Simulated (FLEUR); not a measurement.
# Collinear magnetic orders of free Fe(001) film, 1 layer with FLEUR

Wanted: the moments of free Fe(001) film, 1 layer and the energy of each order that was tried.

Program: FLEUR MaX-R8.1. Level of theory: PBE; all-electron FLAPW film, Dirac cores, scalar-relativistic bands. Results are calculated unless marked as measured.

## Step 1: Starting point

The cell holds 1 atom: 1 Fe. Its edges and angles: a = 2.866 Å, b = 2.866 Å, c = 14.000 Å, α = 90.0°, β = 90.0°, γ = 90.0°. Layers at typed spacings, unrelaxed. Vacuum lies along c.

As a file:

```cif
data_structure
_symmetry_space_group_name_H-M 'P 1'
_symmetry_Int_Tables_number 1
_cell_length_a 2.8660
_cell_length_b 2.8660
_cell_length_c 14.0000
_cell_angle_alpha 90.000
_cell_angle_beta 90.000
_cell_angle_gamma 90.000
_cell_volume 115.00
loop_
_atom_site_label
_atom_site_type_symbol
_atom_site_fract_x
_atom_site_fract_y
_atom_site_fract_z
_atom_site_occupancy
Fe1 Fe 0.00000 0.00000 0.50000 1
```

## Step 2: Run 1 (ferro +)

The parallel start comes first: it shows whether parallel moments hold.

inpgen writes inp.xml from crystal.txt; cutoffs, mixing, functional, smearing and local orbitals are then set in the file. The k list default-1 (kpts.xml, not shown) is a Γ-centred 14×14×1 mesh; where the ranks do not divide the number of points, some are split in two of half the weight.

inp.xml reads:

```
<?xml version="1.0" encoding="UTF-8" standalone="no"?>
<fleurInput fleurInputVersion="0.39">
   <comment>
      Fe
   </comment>
   <calculationSetup>
      <cutoffs Kmax="3.6" Gmax="10.8" GmaxXC="10.8" numbands="0"/>
      <scfLoop itmax="120" minDistance="0.00002" maxIterBroyd="15" imix="Anderson" alpha="0.03" precondParam="0.0" spinf="2.0" sdNocoIR="T"/>
      <coreElectrons ctail="T" frcor="F" kcrel="1" coretail_lmax="0"/>
      <xcFunctional name="pbe" relativisticCorrections="F"/>
      <magnetism jspins="2"/>
      <soc l_soc="F" theta="0.0" phi="0.0" spav="F"/>
      <expertModes spex="0" secvar="F"/>
      <geometryOptimization l_f="F" forcealpha="1.0" forcemix="BFGS" epsdisp="0.00001" epsforce="0.00001"/>
      <ldaU l_linMix="F" mixParam="0.05" spinf="1.0"/>
   </calculationSetup>
   <cell>
      <bzIntegration valenceElectrons="16.0" mode="hist" fermiSmearingEnergy="0.00183747">
         <kPointListSelection listName="default-1"/>
         <xi:include xmlns:xi="http://www.w3.org/2001/XInclude" href="kpts.xml"> </xi:include>
      </bzIntegration>
      <xi:include xmlns:xi="http://www.w3.org/2001/XInclude" href="sym.xml"> </xi:include>
      <filmLattice scale="1.0" dVac="5.94" dTilda="8.44">
         <bravaisMatrixFilm>
            <row-1>    5.4159550731035999     0.0000000000000000</row-1>
            <row-2>    0.0000000000000000     5.4159550731035999</row-2>
         </bravaisMatrixFilm>
         <vacuumEnergyParameters vacuum="1" spinUp="-.25" spinDown="-.25"/>
      </filmLattice>
   </cell>
   <atomSpecies>
      <species name="Iron (Fe) 2.800" element="Fe" atomicNumber="26">
         <mtSphere radius="2.57" gridPoints="849" logIncrement="0.014"/>
         <atomicCutoffs lmax="10" lnonsphr="8"/>
         <electronConfig flipSpins="F">
            <coreConfig>(1s1/2) (2s1/2) (2p1/2) (2p3/2)</coreConfig>
            <valenceConfig>(3s1/2) (3p1/2) (3p3/2) (4s1/2) (3d3/2) (3d5/2)</valenceConfig>
            <stateOccupation state="(3d3/2)" spinUp="1.4" spinDown="1.0"/>
            <stateOccupation state="(3d5/2)" spinUp="3.0" spinDown="0.6"/>
         </electronConfig>
         <energyParameters s="4" p="4" d="3" f="4"/>
         <lo type="SCLO" l="0" n="3" eDeriv="0"/>
         <lo type="SCLO" l="1" n="3" eDeriv="0"/>
      </species>
   </atomSpecies>
   <atomGroups>
      <atomGroup species="Iron (Fe) 2.800">
         <filmPos label="                   1">.0000000000 .0000000000 .0000000000</filmPos>
         <force calculate="T" relaxXYZ="TTT"/>
      </atomGroup>
   </atomGroups>
   <output dos="F" band="F" slice="F">
      <bandDOS minEnergy="-.5*Htr" maxEnergy="0.5*Htr" sigma="0.015" storeEVData="T"/>
      <plotting iplot="0" polar="F">
         <plot TwoD="T" vec1="  1.0  0.0  0.0" vec2="  0.0  1.0  0.0" vec3="  0.0  0.0  1.0" zero="  0.0  0.0 -0.5" file="plot"/>
      </plotting>
      <moessbauerParams electricFieldGradient="F" isomerShift="T" coreHyperfine="T" valenceHyperfine="T"/>
   </output>
</fleurInput>
```

crystal.txt reads:

```
Fe
&input film=T cartesian=F /
2.86600000000  0.00000000000  0.00000000000
0.00000000000  2.86600000000  0.00000000000
0.00000000000  0.00000000000  1.00000000000
1.8897261246
1.0 1.0 1.0

1
26 0.00000000000  0.00000000000  0.00000000000 : 2.800

&kpt div1=14 div2=14 div3=1 gamma=T /
```

Command:

```
$ OMP_NUM_THREADS=1 inpgen -f crystal.txt > inpgen.log  # inp.xml is then edited as shown
$ OMP_NUM_THREADS=1 mpirun -n 4 fleur_MPI > fleur.log
```

Output:

```text
Welcome to FLEUR        (www.flapw.de)
      MaX-Release 8.1          (www.max-centre.eu)

 ========== k-point set info ==========
 Selected k-point list: default-1
 k-point list type: mesh
 14 x 14 x 1
 Number of k points: 36

 ------------Calculation Setup---------------------------
 Number of MPI-tasks      :            4
 Number of PE/node        :            4
 Number of OMP-threads    :            1
 k-points in parallel     :            4
 pe's per k-point         :            1
 No of k-point loops      :            9
 Eigenvalue solver        :       lapack
 Number of basis functions:          210
 Approximate size of matrices (H+S) per k-point:         0.001 GB
 --------------------------------------------------------
 [... lines of the core solver left out ...]
 Iteration:     1   Distance:      15.36020384 me/bohr^3
 [... lines of the core solver left out ...]
 Iteration:     2   Distance:      13.32804758 me/bohr^3
 [... lines of the core solver left out ...]
 Iteration:     3   Distance:      11.28056950 me/bohr^3
 [... lines of the core solver left out ...]
 Iteration:     4   Distance:       7.49035277 me/bohr^3
 [... lines of the core solver left out ...]
 Iteration:     5   Distance:       4.39795724 me/bohr^3
 [... lines of the core solver left out ...]
 Iteration:     6   Distance:       4.38622831 me/bohr^3
 [... lines of the core solver left out ...]
 Iteration:     7   Distance:       0.93542682 me/bohr^3
 [... lines of the core solver left out ...]
 Iteration:     8   Distance:       0.51775204 me/bohr^3
 [... lines of the core solver left out ...]
 Iteration:     9   Distance:       0.64741728 me/bohr^3
 [... lines of the core solver left out ...]
 Iteration:    10   Distance:       0.23452434 me/bohr^3
 [... lines of the core solver left out ...]
 Iteration:    11   Distance:       0.22958739 me/bohr^3
 [... lines of the core solver left out ...]
 Iteration:    12   Distance:       0.02475761 me/bohr^3
 [... lines of the core solver left out ...]
 Iteration:    13   Distance:       0.04387852 me/bohr^3
 [... lines of the core solver left out ...]
[... rest left out ...]

--- out.xml (last complete iteration) ---
<iteration numberForCurrentRun="   24" overallNumber="   24">
         <energyParameters units="Htr">
            <atomicEP atomType="1" spin="1" branch="4s" branchLowest="-3.41" branchHighest="0.81" value="-0.2082883766"/>
            <atomicEP atomType="1" spin="1" branch="4p" branchLowest="-2.16" branchHighest="1.31" value="-0.0580849156"/>
            <atomicEP atomType="1" spin="1" branch="3d" branchLowest="-9.99" branchHighest="-0.17" value="-0.2402162560"/>
            <atomicEP atomType="1" spin="1" branch="4f" branchLowest="-9.99" branchHighest="2.44" value="0.2682413663"/>
            <loAtomicEP atomType="1" spin="1" branch="3s" branchLowest="-30.03" branchHighest="-3.41" value="-3.4118561734"/>
            <loAtomicEP atomType="1" spin="1" branch="3p" branchLowest="-25.57" branchHighest="-2.16" value="-2.1649070989"/>
            <vacuumEP vacuum="1" spin="1" vzIR="-0.2012400409" vzInf="0.0000000000" value="-0.2500000000"/>
            <atomicEP atomType="1" spin="2" branch="4s" branchLowest="-3.28" branchHighest="0.89" value="-0.1799574607"/>
            <atomicEP atomType="1" spin="2" branch="4p" branchLowest="-2.03" branchHighest="1.39" value="-0.0380842451"/>
            <atomicEP atomType="1" spin="2" branch="3d" branchLowest="-9.99" branchHighest="-0.05" value="-0.1316892669"/>
            <atomicEP atomType="1" spin="2" branch="4f" branchLowest="-9.99" branchHighest="2.52" value="0.2815217805"/>
            <loAtomicEP atomType="1" spin="2" branch="3s" branchLowest="-29.98" branchHighest="-3.28" value="-3.2815011450"/>
            <loAtomicEP atomType="1" spin="2" branch="3p" branchLowest="-25.52" branchHighest="-2.03" value="-2.0372889323"/>
            <vacuumEP vacuum="1" spin="2" vzIR="-0.1940747046" vzInf="0.0000000000" value="-0.2500000000"/>
         </energyParameters>
         <bandgap value="0.0176919392" units="eV"/>
         <sumValenceSingleParticleEnergies value="-21.0734125651" units="Htr"/>
         <FermiEnergy value="-0.1465779664" units="Htr"/>
         <valenceDensity>
            <mtCharges spin="1">
               <mtCharge atomType="1" total="9.0252831" s="1.2550568" p="3.0776331" d="4.6886231" f="0.0029175"/>
            </mtCharges>
            <mtCharges spin="2">
               <mtCharge atomType="1" total="5.7811585" s="1.2199092" p="3.0767714" d="1.4820250" f="0.0017254"/>
            </mtCharges>
            <spinDependentCharge spin="1" total="9.6309047" interstitial="0.5241774" mtSpheres="9.0252831" vacuum1="0.0407221"/>
            <spinDependentCharge spin="2" total="6.3690954" interstitial="0.5161159" mtSpheres="5.7811585" vacuum1="0.0359105"/>
            <totalCharge value="16.0000001373"/>
         </valenceDensity>
         <allElectronCharges>
            <spinDependentCharge spin="1" total="14.6309108" interstitial="0.5241774" mtSpheres="14.0252892" vacuum1="0.0407221"/>
            <spinDependentCharge spin="2" total="11.3690893" interstitial="0.5161159" mtSpheres="10.7811524" vacuum1="0.0359105"/>
            <totalCharge value="26.0000001376"/>
         </allElectronCharges>
         <magneticMomentsInMTSpheres units="muBohr">
            <globalMagMoment atomType="1" vec="0.00000   0.00000   3.24414"/>
            <localMagMoment atomType="1" vec="0.00000   0.00000   3.24414"/>
         </magneticMomentsInMTSpheres>
         <moessbauerParams unitsHFF="kG" unitsIS="e/bohr^3" unitsEFG="Htr/bohr^2">
            <coreHyperfineField atomType="1" hffTotal="-734.79910" isTotal="14962.46366">
               <shell n="1" l="0" hff="-6.07250" isomerShift="13672.35406"/>
               <shell n="2" l="0" hff="-730.76884" isomerShift="1283.08733"/>
               <shell n="2" l="1" hff="2.04224" isomerShift="7.02226"/>
            </coreHyperfineField>
            <isomerShift atomType="1" nucleusRadius="0.0000903" averageDensity="15153.44077"/>
         </moessbauerParams>
         <totalEnergy value="    -1272.7049719903" units="Htr">
            <sumOfEigenvalues value="     -748.4816391535">
               <coreElectrons value="-727.4082265884"/>
               <valenceElectrons value="-21.0734125651"/>
            </sumOfEigenvalues>
            <densityCoulombPotentialIntegral value="-1965.9635132802"/>
            <densityEffectivePotentialIntegral value="-2038.4407115574"/>
            <chargeDenXCDenIntegral value="-55.8456373251"/>
            <FockExchangeEnergyValence value="0.0000000000"/>
            <FockExchangeEnergyCore value="0.0000000000"/>
            <atomTypeDependentContributions atomType="1">
               <electronNucleiInteractionDifferentMTs value="1519.2561088977"/>
               <MadelungTerm value="-4.5805415314"/>
            </atomTypeDependentContributions>
            <tkbTimesEntropy value="0.0008147246"/>
            <freeEnergy value="-1272.7057867149"/>
            <extrapolationTo0K value="-1272.7053793526"/>
         </totalEnergy>
         <densityConvergence units="me/bohr^3">
            <chargeDensity spin="1" distance="0.0000027100"/>
            <chargeDensity spin="2" distance="0.0000036315"/>
            <overallChargeDensity distance="0.0000031388"/>
            <spinDensity distance="0.0000055868"/>
         </densityConvergence>
      </iteration>
```

Wall time 20 s (4 MPI ranks of Arm Neoverse V2, shared host); peak memory 0.22 GiB.

Read from the output:

| Property | Result |
| --- | --- |
| free energy | -34632.0887 eV |
| program's band gap on this mesh (in a metal only a level spacing) | 0.01769 eV |
| magnetization | 3.262 μB |
| final state | ferromagnetic |
| largest moment | 3.244 μB |

After 24 cycles the largest moment stands at 3.24 μB.

## Step 3: Run 2 (antiferro q=(0,1/2,0) +-)

Another pattern of signs weighs the neighbour shells otherwise.

This order needs a doubled cell of 2 atoms. The mesh is halved along the doubled vector, so that both cells sample the same points. The k list default-1 (kpts.xml, not shown) is a Γ-centred 14×7×1 mesh.

Changes to inp.xml since step 2:

```diff
@@ -17,3 +17,3 @@
    <cell>
-      <bzIntegration valenceElectrons="16.0" mode="hist" fermiSmearingEnergy="0.00183747">
+      <bzIntegration valenceElectrons="32.0" mode="hist" fermiSmearingEnergy="0.00183747">
          <kPointListSelection listName="default-1"/>
@@ -25,3 +25,3 @@
             <row-1>    5.4159550731035999     0.0000000000000000</row-1>
-            <row-2>    0.0000000000000000     5.4159550731035999</row-2>
+            <row-2>    0.0000000000000000    10.8319101462071998</row-2>
          </bravaisMatrixFilm>
@@ -44,2 +44,15 @@
       </species>
+      <species name="Iron (Fe) -2.800" element="Fe" atomicNumber="26">
+         <mtSphere radius="2.57" gridPoints="849" logIncrement="0.014"/>
+         <atomicCutoffs lmax="10" lnonsphr="8"/>
+         <electronConfig flipSpins="F">
+            <coreConfig>(1s1/2) (2s1/2) (2p1/2) (2p3/2)</coreConfig>
+            <valenceConfig>(3s1/2) (3p1/2) (3p3/2) (4s1/2) (3d3/2) (3d5/2)</valenceConfig>
+            <stateOccupation state="(3d3/2)" spinUp="1.0" spinDown="1.4"/>
+            <stateOccupation state="(3d5/2)" spinUp="0.6" spinDown="3.0"/>
+         </electronConfig>
+         <energyParameters s="4" p="4" d="3" f="4"/>
+         <lo type="SCLO" l="0" n="3" eDeriv="0"/>
+         <lo type="SCLO" l="1" n="3" eDeriv="0"/>
+      </species>
    </atomSpecies>
@@ -48,2 +61,6 @@
          <filmPos label="                   1">.0000000000 .0000000000 .0000000000</filmPos>
+         <force calculate="T" relaxXYZ="TTT"/>
+      </atomGroup>
+      <atomGroup species="Iron (Fe) -2.800">
+         <filmPos label="                   2">.0000000000 1.000/2.000 .0000000000</filmPos>
          <force calculate="T" relaxXYZ="TTT"/>
```

crystal.txt reads:

```
Fe
&input film=T cartesian=F /
2.86600000000  0.00000000000  0.00000000000
0.00000000000  5.73200000000  0.00000000000
0.00000000000  0.00000000000  1.00000000000
1.8897261246
1.0 1.0 1.0

2
26 0.00000000000  0.00000000000  0.00000000000 : 2.800
26 0.00000000000  0.50000000000  0.00000000000 : -2.800

&kpt div1=14 div2=7 div3=1 gamma=T /
```

Output:

```text
[banner, memory and clock lines left out]
Welcome to FLEUR        (www.flapw.de)
      MaX-Release 8.1          (www.max-centre.eu)

 ========== k-point set info ==========
 Selected k-point list: default-1
 k-point list type: mesh
 14 x 7 x 1
 Number of k points: 32

 ------------Calculation Setup---------------------------
 Number of PE/node        :            4
 Number of OMP-threads    :            1
 k-points in parallel     :            4
 pe's per k-point         :            1
 No of k-point loops      :            8
 Eigenvalue solver        :       lapack
 Number of basis functions:          410
 Approximate size of matrices (H+S) per k-point:         0.003 GB
 [... lines of the core solver left out ...]
 Iteration:     1   Distance:      16.63395542 me/bohr^3
 [... lines of the core solver left out ...]
 Iteration:     2   Distance:      14.63333988 me/bohr^3
 [... lines of the core solver left out ...]
 Iteration:     3   Distance:      10.98550614 me/bohr^3
 [... lines of the core solver left out ...]
 Iteration:     4   Distance:       8.56522609 me/bohr^3
 [... lines of the core solver left out ...]
 Iteration:     5   Distance:       7.85561583 me/bohr^3
 [... lines of the core solver left out ...]
 Iteration:     6   Distance:       7.85797303 me/bohr^3
 [... lines of the core solver left out ...]
 Iteration:     7   Distance:       4.15760962 me/bohr^3
 [... lines of the core solver left out ...]
[... rest left out ...]

--- out.xml (last complete iteration) ---
<iteration numberForCurrentRun="   63" overallNumber="   63">
         [... left out ...]
         <bandgap value="0.0000030533" units="eV"/>
         <sumValenceSingleParticleEnergies value="-42.1349466706" units="Htr"/>
         <FermiEnergy value="-0.1399284814" units="Htr"/>
         <valenceDensity>
            <mtCharges spin="1">
               <mtCharge atomType="1" total="9.0362566" s="1.2749260" p="3.1022570" d="4.6556431" f="0.0026380"/>
               <mtCharge atomType="2" total="5.7756569" s="1.2126909" p="3.0698371" d="1.4895567" f="0.0025991"/>
            </mtCharges>
            <mtCharges spin="2">
               <mtCharge atomType="1" total="5.7756568" s="1.2126909" p="3.0698371" d="1.4895566" f="0.0025991"/>
               <mtCharge atomType="2" total="9.0362567" s="1.2749260" p="3.1022569" d="4.6556433" f="0.0026380"/>
            </mtCharges>
            <spinDependentCharge spin="1" total="16.0000005" interstitial="1.0332663" mtSpheres="14.8119136" vacuum1="0.0774103"/>
            <spinDependentCharge spin="2" total="15.9999998" interstitial="1.0332659" mtSpheres="14.8119135" vacuum1="0.0774102"/>
            <totalCharge value="32.0000002746"/>
         </valenceDensity>
         [... left out ...]
         <magneticMomentsInMTSpheres units="muBohr">
            <globalMagMoment atomType="1" vec="0.00000   0.00000   3.26061"/>
            <localMagMoment atomType="1" vec="0.00000   0.00000   3.26061"/>
            <globalMagMoment atomType="2" vec="0.00000   0.00000  -3.26061"/>
            <localMagMoment atomType="2" vec="0.00000   0.00000  -3.26061"/>
         </magneticMomentsInMTSpheres>
         [... left out ...]
         <totalEnergy value="    -2545.4013128019" units="Htr">
            <sumOfEigenvalues value="    -1496.9383915682">
               <coreElectrons value="-1454.8034448975"/>
               <valenceElectrons value="-42.1349466706"/>
            </sumOfEigenvalues>
            <densityCoulombPotentialIntegral value="-3931.9652608946"/>
            <densityEffectivePotentialIntegral value="-4076.9450938993"/>
            <chargeDenXCDenIntegral value="-111.7132956910"/>
            <FockExchangeEnergyValence value="0.0000000000"/>
            <FockExchangeEnergyCore value="0.0000000000"/>
         [... left out ...]
            <tkbTimesEntropy value="0.0013808406"/>
            <freeEnergy value="-2545.4026936425"/>
            <extrapolationTo0K value="-2545.4020032222"/>
         </totalEnergy>
         <densityConvergence units="me/bohr^3">
            <chargeDensity spin="1" distance="0.0000118872"/>
            <chargeDensity spin="2" distance="0.0000150708"/>
            <overallChargeDensity distance="0.0000197058"/>
            <spinDensity distance="0.0000186696"/>
         </densityConvergence>
      </iteration>
```

Wall time 2 min (4 MPI ranks); peak memory 0.4 GiB; 8.2 min of CPU time.

This step gave:

- free energy: -69263.9358 eV
- program's band gap on this mesh (in a metal only a level spacing): 3.05e-6 eV
- magnetization: 0 μB
- final state: antiferromagnetic
- largest moment: 3.261 μB

It lies 121 meV a seeded atom over the first start, and its largest moment is 3.26 μB against 3.24 μB.

(Part 1 of 2 ends here.)

[Logs and program files are shortened in this print: banners, set-up blocks, solver, clock and traceback lines can be left out without a mark of their own.]

[Logs are printed without paths, hosts, clocks, repeated set-up lines and the standing remarks that a program may print on its own settings, such as how far it seeks lower states.]

[Hosts, paths, dates, database ids (printed as entryN), source tags and the programs' standing remarks are cut or masked in the printed files.]

[Where a cell is said to come from a database of computed structures, the database is the Materials Project.]
